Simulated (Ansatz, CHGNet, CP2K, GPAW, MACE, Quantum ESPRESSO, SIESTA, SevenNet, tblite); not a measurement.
## tblite runs on Ti3C2O2 MXene, 1 layer (61 atoms)

How near does tblite come to plane waves for Ti3C2O2 MXene, 1 layer (61 atoms)?

Method: the method is named at each step, in tblite 0.8.0.

### Step 1. Starting point

The cell holds 61 atoms: 25 Ti, 18 C and 18 O. Cell: a = 9.120 Å, b = 9.120 Å, c = 20.900 Å, α = 90.0°, β = 90.0°, γ = 120.0°. It derives from Ti3C2O2 (Ti3C2O2 MXene). 1 layer of Ti3C2O2 MXene (a = 3.04 Å), 3 x 3 cells; 14 Å of vacuum; 2 Ti removed at random; every coordinate displaced by a Gaussian of 0.03 Å. Then every atom was moved at random, 0.03 Å r.m.s. a Cartesian component. Vacuum lies along c.

The yardstick, on the same geometry:

| Quantity | Value |
| --- | --- |
| method | Kohn-Sham DFT, PBE, PAW, plane waves (Ansatz 0.2.0); cutoff 420 eV, Γ point, fermi-dirac smearing of 0.05 eV; PAW set soft_2 |
| r.m.s. force component | 1.241 eV/Å |
| longest force | 3.999 eV/Å |
| SCF cycles | 14 |
| time | 21 s on 4 threads of Arm Neoverse V1, shared host |
| CPU time | 80 s |

### Step 2. GFN1-xTB

Method: GFN1-xTB tight binding, diagonalisation.

run.py reads:

```python
import numpy as np
from ase.io import read
from tblite.ase import TBLite

atoms = read("structure.xyz")
atoms.calc = TBLite(method="GFN1-xTB", electronic_temperature=580, accuracy=1.0, max_iterations=250, mixer_damping=0.1, verbosity=1)
energy = atoms.get_potential_energy()
forces = atoms.get_forces()
print(f"energy {energy:.6f} eV")
print("forces (eV/A)")
for i, (a, f) in enumerate(zip(atoms, forces)):
    print(f"{i:4d} {a.symbol:2s} {f[0]:10.5f} {f[1]:10.5f} {f[2]:10.5f}")
print("charges (e)")
print(np.array2string(atoms.get_charges(), precision=4, suppress_small=True, max_line_width=110, threshold=100000))
```

structure.xyz reads:

```xyz
61
Lattice="9.12000 0.00000 0.00000 -4.56000 7.89815 0.00000 0.00000 0.00000 20.90000" Properties=species:S:1:pos:R:3 pbc="T T T"
Ti 4.53702 7.83449 10.47341
C 0.00228 1.72622 11.70755
C 1.51652 0.92511 9.13999
Ti 0.03498 1.73120 7.88390
O 4.56114 7.87848 13.90895
O -4.53766 7.88188 7.07277
Ti 7.61958 2.59786 10.38918
C -1.48943 4.29399 11.70024
C 0.02285 3.56467 9.21836
Ti -0.03215 3.50007 13.03094
Ti -1.48884 4.35030 7.92988
O 7.54384 2.59573 13.88053
O -1.52263 2.64327 7.00213
Ti -3.06336 5.32675 10.51542
C -2.99934 7.01063 11.71738
C -1.54666 6.13892 9.21690
Ti -1.57703 6.11159 13.02781
Ti -3.02529 7.04736 7.90292
O 6.02604 5.27533 13.88951
O 6.05823 5.28497 7.00547
Ti 3.04777 0.03057 10.43850
C 3.06031 1.77282 11.66345
C 4.55576 0.90615 9.16005
Ti 4.57587 0.91492 13.00168
Ti 3.06131 1.77029 7.95015
O 3.02542 0.03136 13.87655
O 3.07426 0.03696 7.02721
Ti 1.47730 2.67344 10.46965
C 1.54757 4.39390 11.72532
C 3.07896 3.50733 9.17092
Ti 3.00385 3.48814 13.00168
O 1.52806 2.64462 13.84437
O 1.54666 2.62377 7.04769
Ti 0.00762 5.28900 10.45669
C -0.05230 6.98868 11.71069
C 1.47949 6.05117 9.27166
Ti 1.49313 6.15266 13.03387
Ti 0.03908 7.08567 7.93259
O 0.05139 5.32185 13.92609
O 0.04742 5.25116 6.99042
Ti 6.08053 0.00845 10.45543
C 6.09667 1.68396 11.66575
C 7.65660 0.75743 9.17761
Ti 7.58670 0.90379 13.01965
Ti 6.08961 1.71595 7.90333
O 6.00807 0.01437 13.89223
O 1.53480 7.89420 7.04414
Ti 4.49370 2.71602 10.44791
C 4.53296 4.31626 11.75876
C 6.05983 3.48064 9.18785
Ti 6.11377 3.49177 13.01192
Ti 4.58709 4.41475 7.93155
O 4.50314 2.64438 13.83371
O 4.51217 2.62511 7.00610
Ti 3.09077 5.25432 10.44728
C 3.03213 7.08322 11.70776
[... 1 atom lines left out ...]
Ti 4.57924 6.14271 12.96950
Ti 2.99825 6.98268 7.93657
O 3.06747 5.23908 13.86610
O 3.01329 5.25314 6.98520
```

On the command line:

```bash
> OMP_NUM_THREADS=1 python run.py > output.txt
```

The log of the run:

```text
------------------------------------------------------------
  cycle        total energy    energy error   density error
------------------------------------------------------------
      1     -128.1038951592  -1.2830536E+02   1.2289049E+00
      2     -140.6145505416  -1.2510655E+01   9.6145081E-01
      3     -151.2950332600  -1.0680483E+01   6.3869146E-01
      4     -152.8941216476  -1.5990884E+00   5.6992303E-01
      5     -151.2644214014   1.6297002E+00   4.9335224E-01
      6     -134.4030527752   1.6861369E+01   4.8870817E-01
      7     -145.0766810282  -1.0673628E+01   3.4717914E-01
      8     -153.6582816444  -8.5816006E+00   1.9024205E-01
      9     -154.3997437564  -7.4146211E-01   1.5526856E-01
     10     -154.7296426213  -3.2989886E-01   1.1043963E-01
     11     -154.8512796143  -1.2163699E-01   6.8881706E-02
     12     -154.9487788260  -9.7499212E-02   4.0471712E-02
     13     -154.9801055648  -3.1326739E-02   2.6083222E-02
     14     -154.9959504959  -1.5844931E-02   1.7374472E-02
     15     -154.9983548890  -2.4043932E-03   1.3042804E-02
     16     -154.9987766102  -4.2172118E-04   1.1385252E-02
     17     -155.0004079278  -1.6313176E-03   6.2779235E-03
     18     -155.0011430437  -7.3511589E-04   3.7877493E-03
     19     -155.0015521788  -4.0913514E-04   2.7134873E-03
     20     -155.0017150242  -1.6284536E-04   1.9679917E-03
     21     -155.0017909453  -7.5921067E-05   1.0415990E-03
     22     -155.0018145459  -2.3600659E-05   3.9330934E-04
     23     -155.0018230230  -8.4770668E-06   2.3260212E-04
     24     -155.0018249536  -1.9305677E-06   1.7829524E-04
     25     -155.0018248674   8.6164562E-08   1.6050369E-04
     26     -155.0018251869  -3.1953894E-07   8.4902790E-05
     27     -155.0018253335  -1.4657562E-07   7.4352105E-05
     28     -155.0018253807  -4.7147012E-08   5.4011366E-05
     29     -155.0018254585  -7.7878042E-08   3.2929939E-05
     30     -155.0018254725  -1.3951507E-08   2.5561760E-05
     31     -155.0018254892  -1.6704462E-08   1.6914124E-05
------------------------------------------------------------
 total:                                   2.450 sec
energy -4217.814508 eV
forces (eV/A)
   0 Ti    0.39404    0.74828   -0.16166
   1 C    -0.63115    0.49449   -1.23579
   2 C     0.05352   -0.59510    1.60408
   3 Ti    1.21856    1.42086   -1.59536
   4 O    -2.22350   -1.15478   -1.81229
   5 O     0.07792    0.15230    0.57391
   6 Ti   -0.21309    0.16361    0.41745
   7 C    -0.47640    0.40460   -0.60821
   8 C    -0.69907   -0.69489    1.13810
   9 Ti    1.59166   -1.20615    0.97763
  10 Ti    1.78668    0.78957   -2.03850
  11 O    -0.13620    0.34335   -0.78287
  12 O    -0.26748   -0.28918    1.32272
  13 Ti    0.44091   -0.64586   -0.66904
  14 C    -0.23827   -0.59586   -1.43618
  15 C    -0.10381    0.14849    0.81720
  16 Ti   -0.14191    2.08380    1.38549
  17 Ti    0.03384   -0.20235   -1.05678
  18 O     0.40328   -0.56497   -1.02691
  19 O     0.15652    0.02837    1.36614
  20 Ti   -0.25743    0.08355    0.11016
  21 C     0.24709    0.12535   -1.21740
  22 C     0.31828   -0.13969    1.41477
  23 Ti   -2.09539   -0.67034    1.46723
[...]
53 O     0.70726   -0.17667    1.25517
  54 Ti   -0.72231   -0.07661    0.09609
  55 C    -0.28359   -0.59931   -0.83240
  56 C     0.73180   -0.21117    1.95373
  57 Ti    0.08714    1.72574    2.03639
  58 Ti   -0.43238   -2.16200   -2.09286
  59 O    -0.31120    0.31191   -1.05284
  60 O     2.08811    1.42859    1.94941
charges (e)
[ 0.0271 -0.1217 -0.2555  0.7755 -0.4447 -0.4687 -0.1017 -0.2731 -0.1213  0.7657  0.7631 -0.4636 -0.4619
 -0.0741 -0.1408 -0.2471  0.7677  0.7557 -0.4587 -0.4678  0.0366 -0.118  -0.2636  0.7729  0.753  -0.4448
 -0.4684  0.0668 -0.2516 -0.1139  0.7727 -0.4463 -0.4388  0.0006 -0.2363 -0.1105  0.765   0.7618 -0.4718
 -0.442  -0.0783 -0.2165 -0.2555  0.7599  0.7512 -0.4716 -0.4548 -0.1662 -0.2435 -0.2153  0.7463  0.7596
 -0.4612 -0.4554  0.0142 -0.2493 -0.2483  0.7641  0.7519 -0.4732 -0.4355]
```

Run time: 3.1 s. Hardware: 1 thread of Arm Neoverse V1, shared host; peak memory 0.13 GiB.

Banners, paths, timers and routine set-up lines are dropped from the logs unmarked, and long logs keep their key lines alone; longer cuts are marked.

Numbers from this run, and their distance from the reference:

- r.m.s. force component: 1.046 eV/Å
- r.m.s. difference of force components: 449 meV/Å
- longest difference of force vectors: 1495 meV/Å
- force difference over r.m.s. force: 36.2 %
- slope of forces against the reference's: 0.7896
- correlation of force components: 0.9369

Length of the force difference by element (eV/Å):

| element | atoms | mean | most |
| --- | --- | --- | --- |
| C | 18 | 0.49 | 0.84 |
| O | 18 | 0.80 | 1.3 |
| Ti | 25 | 0.80 | 1.5 |

A closer look about Ti48, whose charge lies farthest from its element's mean: 9 atoms, nearest first, numbered in the order of the input, with positions taken from that point.

| atom | x | y | z | distance (Å) | bonds | Mulliken charge (e) | Fx | Fy | Fz (eV/Å) |
| --- | --- | --- | --- | --- | --- | --- | --- | --- | --- |
| Ti48 | 0.00 | 0.00 | 0.00 | 0.00 | 6 | -0.17 | 0.75 | -0.71 | 0.00 |
| C30 | -1.41 | 0.79 | -1.28 | 2.06 | 5 | -0.11 | 0.24 | 0.05 | 1.70 |
| C49 | 0.04 | 1.60 | 1.31 | 2.07 | 6 | -0.24 | 0.47 | 0.57 | -1.47 |
| C22 | -1.43 | -0.94 | 1.22 | 2.10 | 5 | -0.12 | 0.25 | 0.13 | -1.22 |
| C50 | 1.57 | 0.76 | -1.26 | 2.15 | 6 | -0.22 | 0.25 | 0.03 | 1.14 |
| C23 | 0.06 | -1.81 | -1.29 | 2.22 | 6 | -0.26 | 0.32 | -0.14 | 1.41 |
| C42 | 1.60 | -1.03 | 1.22 | 2.26 | 6 | -0.22 | -0.06 | 0.63 | -0.78 |
| Ti55 | -1.40 | 2.54 | 0.00 | 2.90 | 6 | 0.01 | -0.72 | -0.08 | 0.10 |
| Ti28 | -3.02 | -0.04 | 0.02 | 3.02 | 6 | 0.07 | 0.23 | -0.36 | -0.10 |

Atoms are counted from 1 here, from 0 in the log.

Forces lie 36 % from the reference's, at 0.038 times its CPU time (on 1 against 4 cores).

### Step 3. Summary of results

```
force difference from the reference : tblite GFN1-xTB, 36 %
its CPU time                        : 3 s
```

Tight binding differs by 36 % (tblite GFN1-xTB); it is another model, with fitted parameters of its own, and the xTB methods hold dispersion. One electronic-structure run takes under half the reference's CPU time: tblite GFN1-xTB, at 36 % in 3 s against 80 s. Periodic xTB results under one method name differ between programs and library versions. The runs have no spin polarisation, so moments on Ti can't form, and no Hubbard term. The electronic-structure runs sample only Γ, in a cell whose shortest periodic width is 8 Å, which is coarse for a cell with partly filled levels.

[Also dropped from logs without a mark: logging warnings of Python, and SIESTA's first energy breakdown and zero terms.]

[Logs are printed without paths, hosts, clocks, repeated set-up lines and the standing remarks that a program may print on its own settings, such as how far it seeks lower states.]

[Hosts, paths, dates, database ids (printed as entryN), source tags and the programs' standing remarks are cut or masked in the printed files.]
